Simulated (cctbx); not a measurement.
## Interatomic vectors of TmTiRu

Space group Pnma (no. 62), a = 6.8410 Å, b = 4.3140 Å, c = 7.5540 Å, α = 90.00°, β = 90.00°, γ = 90.00°, content Tm4 Ru4 Ti4.

The data are simulated with cctbx, not measured: synchrotron X-rays, λ = 0.7749 Å, to d = 0.77 Å, 95 % of the full sphere, strongest reflection 70000 counts, noise from counting, a 6 % proportional error and a noise floor of 8 counts (s.d.); no absorption.

Patterson synthesis from sharpened amplitudes, origin scaled to 1000:

```text
Patterson group P m m m
      u       v       w   height  length (A)
  0.000   0.000   0.000   1000.0     0.00
  0.500   0.500   0.500    876.9     5.53
  0.500   0.000   0.112    366.8     3.52
  0.000   0.500   0.387    366.7     3.63
  0.199   0.500   0.220    269.0     3.04
  0.300   0.000   0.280    263.5     2.94
  0.298   0.500   0.108    252.9     3.08
  0.205   0.000   0.393    244.3     3.28
  0.500   0.000   0.325    111.4     4.21
  0.097   0.500   0.500    102.0     4.40
  0.387   0.000   0.000     96.0     2.65
  0.042   0.500   0.173     62.4     2.54
  0.149   0.000   0.051     53.4     1.09
  0.442   0.500   0.163     48.9     3.92
```

**Question.** Which atom pairs make the peaks, and where is the heaviest atom?

A peak at u stands for all pairs with xi − xj = u, with weight Σ ZiZj against Σ Z² = 28724 at the origin. Peak heights follow these weights only roughly, since form factors, motion and series ripples differ, all vectors within 0.55 Å of a peak are counted as merged into it though the farther ones add only part of their weight, and F(000) is left out, which lowers the whole map:

| u | v | w | shortest length (Å) | height | 1000 ΣZiZj/ΣZ² | pairs in the cell |
| --- | --- | --- | --- | --- | --- | --- |
| 0.500 | 0.500 | 0.500 | 5.53 | 877 | 933 | 4 × Tm–Tm, 8 × Ru–Ti |
| 0.500 | 0.000 | 0.112 | 3.52 | 367 | 331 | 2 × Tm–Tm |
| 0.000 | 0.500 | 0.387 | 3.63 | 367 | 331 | 2 × Tm–Tm |
| 0.199 | 0.500 | 0.220 | 3.04 | 269 | 317 | 2 × Tm–Ru, 2 × Tm–Ti |
| 0.300 | 0.000 | 0.280 | 2.95 | 264 | 317 | 2 × Tm–Ru, 2 × Tm–Ti |
| 0.298 | 0.500 | 0.108 | 3.08 | 253 | 317 | 2 × Tm–Ru, 2 × Tm–Ti |
| 0.205 | 0.000 | 0.393 | 3.28 | 244 | 317 | 2 × Tm–Ru, 2 × Tm–Ti |
| 0.500 | 0.000 | 0.325 | 4.21 | 111 | 169 | 2 × Ru–Ru, 2 × Ti–Ti |
| 0.097 | 0.500 | 0.500 | 4.40 | 102 | 169 | 2 × Ru–Ru, 2 × Ti–Ti |
| 0.387 | 0.000 | 0.000 | 2.65 | 96 | 135 | 4 × Ru–Ti |

The table stops at ten peaks or at a height of 45, below which ripples compete. In the model behind the data Tm, the heaviest element, has 1 independent site: (0.5013, 3/4, 0.3035), up to an allowed shift of origin; the Tm–Tm vectors are differences of these positions and their symmetry mates. The whole model:

| atom | mult. | x | y | z | Ueq (Å²) |
| --- | --- | --- | --- | --- | --- |
| Tm1 | 4 | 0.5013 | 3/4 | 0.3035 | 0.0051 |
| Ru1 | 4 | 0.7898 | 3/4 | 0.5889 | 0.0061 |
| Ti1 | 4 | 0.1806 | 3/4 | 0.5847 | 0.0071 |

The model was made for the exercise: a known structure type with other elements put in, its volume estimated, not relaxed; displacement parameters are assumed.

[Logs are printed without paths, hosts, clocks, repeated set-up lines and the standing remarks that a program may print on its own settings, such as how far it seeks lower states.]
